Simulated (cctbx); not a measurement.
# A crystallographic session in cctbx: YBeGe

Library: cctbx 2025.11. The data are simulated by the first script.

## 1. Simulate the data

run.py:

```python
from cctbx import adptbx, crystal, miller, sgtbx, xray
from cctbx.array_family import flex
from iotbx.shelx import hklf
from scitbx import matrix
import scitbx.random

cs = crystal.symmetry(unit_cell=(7.179, 7.179, 4.081, 90, 90, 120), space_group_symbol='Hall: P -6 -2')  # P-62m
atoms = [  # label, site, U (iso, or U11 U22 U33 U12 U13 U23 in A^2), occupancy
    ("Y1", (0, 0.586, 0.5), (0.0139, 0.0097, 0.0089, 0.0070, 0.0000, 0.0000), 1),
    ("Ge1", (0, 0, 0.5), (0.0068, 0.0068, 0.0082, 0.0034, 0.0000, 0.0000), 1),
    ("Ge2", (1/3, 2/3, 0), (0.0089, 0.0089, 0.0148, 0.0044, 0.0000, 0.0000), 1),
    ("Be1", (0, 0.2478, 0), (0.0185, 0.0202, 0.0161, 0.0093, 0.0000, 0.0000), 1),
]
xs = xray.structure(crystal_symmetry=cs)
for label, site, u, occ in atoms:
    u = adptbx.u_cif_as_u_star(cs.unit_cell(), u) if isinstance(u, tuple) else u
    xs.add_scatterer(xray.scatterer(label, site=site, u=u, occupancy=occ))
xs.set_inelastic_form_factors(0.71073, "sasaki")
xs.show_summary()
p1 = xs.expand_to_p1()
ms = miller.build_set(p1, anomalous_flag=True, d_min=0.77)
flex.set_random_seed(792271)
scitbx.random.set_random_seed(792271)
ms = ms.select(flex.random_double(ms.size()) < 0.9)
i = ms.structure_factors_from_scatterers(p1, algorithm="direct").f_calc().as_intensity_array().data()
i = i * 70000 / flex.max(i)
sig = flex.sqrt(i + flex.pow2(0.06 * i) + 4 ** 2)
noise = scitbx.random.variate(scitbx.random.normal_distribution())(i.size())
data = ms.array(data=i + sig * noise, sigmas=sig).set_observation_type_xray_intensity()
with open("data.hkl", "w") as f:
    data.export_as_shelx_hklf(f)
print("reflections written:", data.size(), " <I/sigma> = %.1f" % flex.mean(data.data() / data.sigmas()))
for h, a, b in list(data.sort("data"))[:12]:
    print("%4d%4d%4d %9.1f %7.1f" % (h + (a, b)))
```

```console
$ python run.py
```

```text
Number of scatterers: 4
At special positions: 4
Unit cell: (7.179, 7.179, 4.081, 90, 90, 120)
Space group: P -6 2 m (No. 189)
reflections written: 1521  <I/sigma> = 15.1
   0   0  -2   75433.1  4208.3
   0   0   2   70472.2  4208.3
   2  -2  -1   36406.3  2073.8
   0  -2  -1   36290.6  2073.8
  -2   0  -1   36007.9  2073.8
  -2   2   1   35577.0  2073.8
  -2   2  -1   34047.3  2073.8
  -2   0   1   33609.7  2073.8
   0  -2   1   33528.7  2073.8
   0   2   1   32773.4  2073.8
   2   0   1   32692.1  2073.8
   3   0   0   32222.8  1875.8
```

Run time: 0.25 s on 1 thread of Arm Neoverse V2 (shared host), peak memory 0.07 GiB.

## 2. Refinement (refined in the given hand)

run.py:

```python
import math
from cctbx import adptbx, crystal, maptbx, sgtbx, xray
from cctbx.array_family import flex
from cctbx.xray import observations
from iotbx.shelx import hklf
from scitbx.lstbx import normal_eqns_solving
from smtbx import absolute_structure, utils
from smtbx.refinement import constraints, least_squares

cs = crystal.symmetry(unit_cell=(7.179, 7.179, 4.081, 90, 90, 120), space_group_symbol='Hall: P -6 -2')  # P-62m
atoms = [  # label, site, U (iso, or U11 U22 U33 U12 U13 U23 in A^2), occupancy
    ("Y1", (0, 0.5855, 0.5), 0.0200, 1),
    ("Ge1", (0, 0, 0.5), 0.0200, 1),
    ("Ge2", (1/3, 2/3, 0), 0.0200, 1),
    ("Be1", (0, 0.2493, 0), 0.0200, 1),
]
xs = xray.structure(crystal_symmetry=cs)
for label, site, u, occ in atoms:
    u = adptbx.u_cif_as_u_star(cs.unit_cell(), u) if isinstance(u, tuple) else u
    xs.add_scatterer(xray.scatterer(label, site=site, u=u, occupancy=occ))
xs.set_inelastic_form_factors(0.71073, "sasaki")
xs.convert_to_anisotropic()
raw = hklf.reader(file_name="data.hkl").as_miller_arrays(crystal_symmetry=cs, anomalous=True)[0]
merged = raw.eliminate_sys_absent().merge_equivalents()
fo2 = merged.array().set_observation_type_xray_intensity()
print("Rint %.3f, %d unique reflections to %.2f A" % (merged.r_int(), fo2.size(), fo2.d_min()))
for sc in xs.scatterers():
    sc.flags.set_grad_site(True)
    sc.flags.set_grad_u_aniso(sc.flags.use_u_aniso())
    sc.flags.set_grad_u_iso(sc.flags.use_u_iso())
obs = fo2.as_xray_observations()
extra = {}
rep = constraints.reparametrisation(xs, [], utils.connectivity_table(xs), **extra)
ls = least_squares.crystallographic_ls(obs, rep, weighting_scheme=least_squares.mainstream_shelx_weighting(a=0, b=0))
print("cycle     R1     wR2    GooF  max shift (A)")
for cycle in range(8):
    ls.build_up()
    r1, wr2, goof = ls.r1_factor(cutoff_factor=2)[0], ls.wR2(), ls.goof()
    old = xs.sites_cart()
    normal_eqns_solving.levenberg_marquardt_iterations(ls, n_max_iterations=3, tau=1e-06, step_threshold=1e-7)
    big = flex.max((xs.sites_cart() - old).norms())
    print("%4d %7.4f %7.4f %7.3f %9.5f" % (cycle + 1, r1, wr2, goof, big))
    ls.build_up(objective_only=True)
    if abs(ls.wR2() - wr2) < 5e-5 and big < 5e-4:
        break
ls.build_up()
print("final R1 %.4f wR2 %.4f GooF %.3f  parameters %d  data/parameter %.1f" % (ls.r1_factor(cutoff_factor=2)[0], ls.wR2(), ls.goof(), ls.n_parameters, fo2.size() / ls.n_parameters))
cov = ls.covariance_matrix_and_annotations()
su = dict(zip(cov.annotations, (math.sqrt(max(v, 0)) for v in cov.matrix.matrix_packed_u_diagonal())))
a2 = cs.unit_cell().reciprocal_parameters()[0] ** -2
print("atom        x        y        z      Ueq    occ   su(xyz)  su(Uiso or U11)")
for sc in xs.scatterers():
    s = max(su.get(sc.label + k, 0) for k in (".x", ".y", ".z"))
    npd = "" if sc.is_positive_definite_u(cs.unit_cell()) else "  NPD"
    print("%-5s %8.5f %8.5f %8.5f %8.4f %6.3f %8.5f %7.4f%s" % ((sc.label,) + sc.site + (sc.u_iso_or_equiv(cs.unit_cell()), sc.occupancy, s, su.get(sc.label + ".uiso", su.get(sc.label + ".u11", 0) * a2), npd)))
fc = fo2.structure_factors_from_scatterers(xs, algorithm="direct").f_calc()
absolute_structure.flack_analysis(xs, fo2.as_xray_observations()).show()
h = absolute_structure.hooft_analysis(fo2, fc, scale_factor=ls.scale_factor())
print("Hooft y: %.3f(%.0f)  Bijvoet pairs: %d" % (h.hooft_y, 1000 * h.sigma_y, h.n_bijvoet_pairs))
fo = fo2.f_sq_as_f()
fc = fo.structure_factors_from_scatterers(xs, algorithm="direct").f_calc()
diff = fo.f_obs_minus_f_calc(1 / math.sqrt(ls.scale_factor()), fc).average_bijvoet_mates()
m = diff.fft_map(symmetry_flags=maptbx.use_space_group_symmetry, resolution_factor=0.25).apply_volume_scaling()
print("difference map: max %.2f min %.2f rms %.2f" % (m.statistics().max(), m.statistics().min(), m.statistics().sigma()))
peaks = m.peak_search(parameters=maptbx.peak_search_parameters(min_distance_sym_equiv=0.6, max_clusters=6)).all()
near = xs.closest_distances(peaks.sites(), distance_cutoff=4)
sps = cs.special_position_settings(min_distance_sym_equiv=0.5)
for k, (x, h) in enumerate(zip(peaks.sites(), peaks.heights())):
    ss = sps.site_symmetry(x)
    print("Q%-3d %7.4f %7.4f %7.4f %4d %7.2f  %.2f A from %s" % ((k + 1,) + tuple(t % 1 for t in ss.exact_site()) + (ss.multiplicity(), h, near.smallest_distances[k], xs.scatterers()[near.i_seqs[k]].label)))
```

```console
$ python run.py
```

```text
Rint 0.048, 184 unique reflections to 0.77 A
cycle     R1     wR2    GooF  max shift (A)
   1  0.0863  0.2011   8.461   0.00902
   2  0.0098  0.0226   0.951   0.00001
final R1 0.0098 wR2 0.0226 GooF 0.951  parameters 12  data/parameter 15.3
atom        x        y        z      Ueq    occ   su(xyz)  su(Uiso or U11)
Y1     0.00000  0.58599  0.50000   0.0102  1.000  0.00004  0.0002
Ge1    0.00000  0.00000  0.50000   0.0072  1.000  0.00000  0.0002
Ge2    0.33333  0.66667  0.00000   0.0107  1.000  0.00000  0.0001
Be1    0.00000  0.24804  0.00000   0.0173  1.000  0.00066  0.0023
Flack x: -0.008(12)
Hooft y: -0.004(12)  Bijvoet pairs: 72
difference map: max 0.36 min -0.42 rms 0.08
Q1    0.1835  0.3780  0.5000    6    0.36  1.54 A from Y1
Q2    0.0000  0.8446  0.0000    3    0.26  1.56 A from Be1
Q3    0.0000  0.2158  0.5000    3    0.25  1.55 A from Ge1
Q4    0.2053  0.4122  0.1090   12    0.24  1.42 A from Be1
Q5    0.1220  0.2748  0.0000    6    0.24  0.80 A from Be1
Q6    0.0000  0.5016  0.0000    3    0.23  1.82 A from Be1
```

Time: 0.43 s.

## 3. Refinement

run.py, as its changes from the last script of this kind:

```diff
@@ -12,4 +12,4 @@
-    ("Y1", (0, 0.5855, 0.5), 0.0200, 1),
-    ("Ge1", (0, 0, 0.5), 0.0200, 1),
-    ("Ge2", (1/3, 2/3, 0), 0.0200, 1),
-    ("Be1", (0, 0.2493, 0), 0.0200, 1),
+    ("Y1", (0, 0.41401, 0.5), 0.0102, 1),
+    ("Ge1", (0, 0, 0.5), 0.0072, 1),
+    ("Ge2", (2/3, 1/3, 0), 0.0107, 1),
+    ("Be1", (0, 0.75196, 0), 0.0173, 1),
```

```console
$ python run.py
```

```text
Rint 0.048, 184 unique reflections to 0.77 A
cycle     R1     wR2    GooF  max shift (A)
   1  0.0628  0.1813   7.624   0.02596
   2  0.0550  0.1614   6.787   0.00388
   3  0.0550  0.1613   6.787   0.00025
final R1 0.0550 wR2 0.1613 GooF 6.787  parameters 12  data/parameter 15.3
atom        x        y        z      Ueq    occ   su(xyz)  su(Uiso or U11)
Y1     0.00000  0.41404  0.50000   0.0105  1.000  0.00032  0.0014
Ge1    0.00000  0.00000  0.50000   0.0078  1.000  0.00000  0.0013
Ge2    0.66667  0.33333  0.00000   0.0120  1.000  0.00000  0.0011
Be1    0.00000  0.74777  0.00000   0.0363  1.000  0.00704  0.0325
Flack x: 0.99(3)
Hooft y: 1.039(13)  Bijvoet pairs: 72
difference map: max 3.11 min -0.88 rms 0.21
Q1    0.0000  0.4113  0.5000    3    3.23  0.02 A from Y1
Q2    0.0000  0.0000  0.5000    1    1.82  0.00 A from Ge1
Q3    0.3333  0.6667  0.0000    2    1.77  0.00 A from Ge2
Q4    0.0000  0.7636  0.0000    3    1.08  0.11 A from Be1
Q5    0.0000  0.8216  0.5000    3    0.75  1.28 A from Ge1
Q6    0.1589  0.3915  0.5000    6    0.64  1.23 A from Y1
```

Time: 0.52 s.

This run holds a fault made on purpose: the structure inverted.

## 4. Simulate the data

run.py, as its changes from the last script of this kind:

```diff
@@ -18 +18 @@
-xs.set_inelastic_form_factors(0.71073, "sasaki")
+xs.set_inelastic_form_factors(1.54184, "sasaki")
@@ -21,3 +21,3 @@
-ms = miller.build_set(p1, anomalous_flag=True, d_min=0.77)
-flex.set_random_seed(792271)
-scitbx.random.set_random_seed(792271)
+ms = miller.build_set(p1, anomalous_flag=True, d_min=0.83)
+flex.set_random_seed(3736)
+scitbx.random.set_random_seed(3736)
@@ -26 +26 @@
-i = i * 70000 / flex.max(i)
+i = i * 5000 / flex.max(i)
```

```console
$ python run.py
```

```text
Number of scatterers: 4
At special positions: 4
Unit cell: (7.179, 7.179, 4.081, 90, 90, 120)
Space group: P -6 2 m (No. 189)
reflections written: 1167  <I/sigma> = 10.5
   0   0  -2    5235.5   308.2
   0   0   2    5087.9   308.2
   2  -2  -1    2588.7   154.9
   2   0   1    2572.6   154.9
   0  -2   1    2558.6   154.9
  -2   0   1    2497.2   154.9
  -2   2   1    2489.5   154.9
   0   2  -1    2482.0   154.9
  -2   0  -1    2447.6   154.9
   2   0  -1    2412.8   154.9
   2  -2   1    2399.8   154.9
  -3   3   0    2230.3   132.4
```

Time: 0.27 s.

## 5. Refinement (refined in the given hand)

run.py, as its changes from the last script of this kind:

```diff
@@ -12,4 +12,4 @@
-    ("Y1", (0, 0.41401, 0.5), 0.0102, 1),
-    ("Ge1", (0, 0, 0.5), 0.0072, 1),
-    ("Ge2", (2/3, 1/3, 0), 0.0107, 1),
-    ("Be1", (0, 0.75196, 0), 0.0173, 1),
+    ("Y1", (0, 0.5868, 0.5), 0.0200, 1),
+    ("Ge1", (0, 0, 0.5), 0.0200, 1),
+    ("Ge2", (1/3, 2/3, 0), 0.0200, 1),
+    ("Be1", (0, 0.2462, 0), 0.0200, 1),
@@ -21 +21 @@
-xs.set_inelastic_form_factors(0.71073, "sasaki")
+xs.set_inelastic_form_factors(1.54184, "sasaki")
```

```console
$ python run.py
```

```text
Rint 0.059, 143 unique reflections to 0.84 A
cycle     R1     wR2    GooF  max shift (A)
   1  0.0688  0.1508   4.651   0.00565
   2  0.0104  0.0257   0.792   0.00000
final R1 0.0104 wR2 0.0257 GooF 0.792  parameters 12  data/parameter 11.9
atom        x        y        z      Ueq    occ   su(xyz)  su(Uiso or U11)
Y1     0.00000  0.58601  0.50000   0.0103  1.000  0.00007  0.0003
Ge1    0.00000  0.00000  0.50000   0.0073  1.000  0.00000  0.0004
Ge2    0.33333  0.66667  0.00000   0.0108  1.000  0.00000  0.0003
Be1    0.00000  0.24578  0.00000   0.0203  1.000  0.00140  0.0043
Flack x: 0.00(4)
Hooft y: -0.005(44)  Bijvoet pairs: 55
difference map: max 0.43 min -0.37 rms 0.09
Q1    0.0000  0.0000  0.0899    2    0.44  1.67 A from Ge1
Q2    0.0000  0.8742  0.5000    3    0.32  0.90 A from Ge1
Q3    0.0000  0.7384  0.3762    6    0.27  1.21 A from Y1
Q4    0.0000  0.3964  0.1585    6    0.22  1.26 A from Be1
Q5    0.0000  0.5080  0.4002    6    0.21  0.69 A from Y1
Q6    0.1613  0.6324  0.5000    6    0.19  1.03 A from Y1
```

Time: 0.44 s.

## 6. Simulate the data

run.py, as its changes from the last script of this kind:

```diff
@@ -18 +18 @@
-xs.set_inelastic_form_factors(1.54184, "sasaki")
+xs.set_inelastic_form_factors(0.6889, "sasaki")
@@ -21,3 +21,3 @@
-ms = miller.build_set(p1, anomalous_flag=True, d_min=0.83)
-flex.set_random_seed(3736)
-scitbx.random.set_random_seed(3736)
+ms = miller.build_set(p1, anomalous_flag=True, d_min=0.7)
+flex.set_random_seed(104649)
+scitbx.random.set_random_seed(104649)
@@ -26,2 +26,6 @@
-i = i * 5000 / flex.max(i)
-sig = flex.sqrt(i + flex.pow2(0.06 * i) + 4 ** 2)
+law = matrix.sqr((-1, 0, 0, 0, -1, 0, 0, 0, -1))
+mate = flex.miller_index([tuple(matrix.row(h) * law) for h in ms.indices()])
+i2 = ms.customized_copy(indices=mate).structure_factors_from_scatterers(p1, algorithm="direct").f_calc().as_intensity_array().data()
+i = (1 - 0.8) * i + 0.8 * i2
+i = i * 70000 / flex.max(i)
+sig = flex.sqrt(i + flex.pow2(0.04 * i) + 8 ** 2)
```

```console
$ python run.py
```

```text
Number of scatterers: 4
At special positions: 4
Unit cell: (7.179, 7.179, 4.081, 90, 90, 120)
Space group: P -6 2 m (No. 189)
reflections written: 1995  <I/sigma> = 20.4
   0   0  -2   72203.6  2812.5
   0   0   2   65907.7  2812.5
   2   0  -1   36238.2  1386.2
   2   0   1   35985.7  1386.2
  -2   0   1   34395.1  1386.2
  -2   2   1   34325.8  1386.2
   2  -2  -1   33982.8  1386.2
   0   3   0   33323.5  1238.7
   0   2   1   33303.2  1386.2
   0  -2  -1   33002.8  1386.2
  -2   0  -1   32607.7  1386.2
   2  -2   1   31888.7  1386.2
```

It took 0.26 s on 1 thread of Arm Neoverse V2, with other jobs on the host, peak memory 0.07 GiB.

[Logs are printed without paths, hosts, clocks, repeated set-up lines and the standing remarks that a program may print on its own settings, such as how far it seeks lower states.]
